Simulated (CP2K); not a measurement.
Two runs for the C K edge of acetamide. Run A: CP2K XAS_TDP, all-electron GAPW, PBEh(45%), aug-cc-pVDZ, TDA, no relativity. Run B differs in one setting.

First lines with a strength over 0.0015. A:

| atom | energy (eV) | states | strength, one atom |
| --- | --- | --- | --- |
| C1 (bonded to C and 3 H) | 283.82 | 2 | 0.0099 |
|  | 284.64 | 1 | 0.0195 |
|  | 285.15 | 1 | 0.0055 |
|  | 285.26 | 1 | 0.0161 |
|  | 285.63 | 1 | 0.0061 |
| C2 (bonded to C, N and O) | 283.34 | 1 | 0.0757 |
|  | 287.99 | 1 | 0.0023 |
|  | 288.69 | 1 | 0.0084 |
|  | 289.04 | 1 | 0.0042 |
|  | 290.12 | 1 | 0.0050 |

B:

| atom | energy (eV) | states | strength, one atom |
| --- | --- | --- | --- |
| C1 (bonded to C and 3 H) | 290.30 | 2 | 0.0097 |
|  | 291.13 | 1 | 0.0190 |
|  | 291.63 | 1 | 0.0053 |
|  | 291.75 | 1 | 0.0157 |
|  | 292.11 | 1 | 0.0060 |
| C2 (bonded to C, N and O) | 290.02 | 1 | 0.0740 |
|  | 294.68 | 1 | 0.0023 |
|  | 295.37 | 1 | 0.0082 |
|  | 295.73 | 1 | 0.0041 |
|  | 296.81 | 1 | 0.0049 |

**Question.** Which was it: GW2X switched on, the basis, the functional, scalar relativity switched on?

GW2X switched on. GW2X shifts an atom's lines together and keeps their spacings. Against PBEh(45%) in aug-cc-pVDZ, the leading lines move by +6.48 eV (C1, to 290.30) and +6.68 eV (C2, to 290.02).

[Hosts, paths, dates, database ids (printed as entryN), source tags and the programs' standing remarks are cut or masked in the printed files.]
